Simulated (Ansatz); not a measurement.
Al2InN3 (Cmc2_1), computed twice by G0W0.

```xyz
12
Lattice="4.8800 -2.8055 0.0000 4.8800 2.8055 0.0000 0.0000 0.0000 5.1995" Properties=species:S:1:pos:R:3 pbc="T T T"
Al    1.6760    0.9156    5.1559
Al    8.0840    0.9156    5.1559
Al    8.0840   -0.9156    2.5562
Al    1.6760   -0.9156    2.5562
In    4.8800    0.9992    5.1287
In    4.8800   -0.9992    2.5289
N     1.8084    0.8321    1.8500
N     7.9517    0.8321    1.8500
N     7.9517   -0.8321    4.4497
N     1.8084   -0.8321    4.4497
N     4.8800    1.1329    2.1149
N     4.8800   -1.1329    4.7147
```

The cell and positions are those that the Materials Project relaxed with its own functionals (PBE, PBE+U or r2SCAN), kept fixed.

The first (Ansatz 0.2.0; start PBE, 6×6×4 mesh, 780 empty bands, screening to 180 eV, PAW set soft_1 files; 1 × NVIDIA H100 80GB HBM3 (shared by 6 runs) with 2 threads of AMD EPYC 7R13 (Zen 3), shared host) gave, on its mesh: starting gap 2.29 eV, G0W0 gap 3.52 eV, RPA ε∞ (mean) 5.17, 6.2 min.

The second gave: starting gap 2.29 eV, G0W0 gap 3.23 eV, RPA ε∞ (mean) 5.32, 98 s.

Question: What was changed in the input? Choose among start, files, mesh, bands and cutoff, frequency model or another key.

Changed: empty bands from 780 to 128 and screening cutoff (eV) from 180.0 to 54. The starting gap stayed, which rules out the functional and points to the GW step. Other changes could give like numbers; this is the one that was made.

Limits: not at the basis limit; no spin-orbit coupling.

[Paths, hosts, dates, memory and timing lines, banners, echoed tables and standing remarks are left out of the program output.]

[Logs are printed without paths, hosts, clocks, repeated set-up lines and the standing remarks that a program may print on its own settings, such as how far it seeks lower states.]

[Runs of the session that timed out or met a known fault of the program may be left out.]

[Cells called generated may have been cut or substituted from an entry of the Crystallography Open Database or the Materials Project.]

[Hosts, paths, dates, database ids (printed as entryN), source tags and the programs' standing remarks are cut or masked in the printed files.]
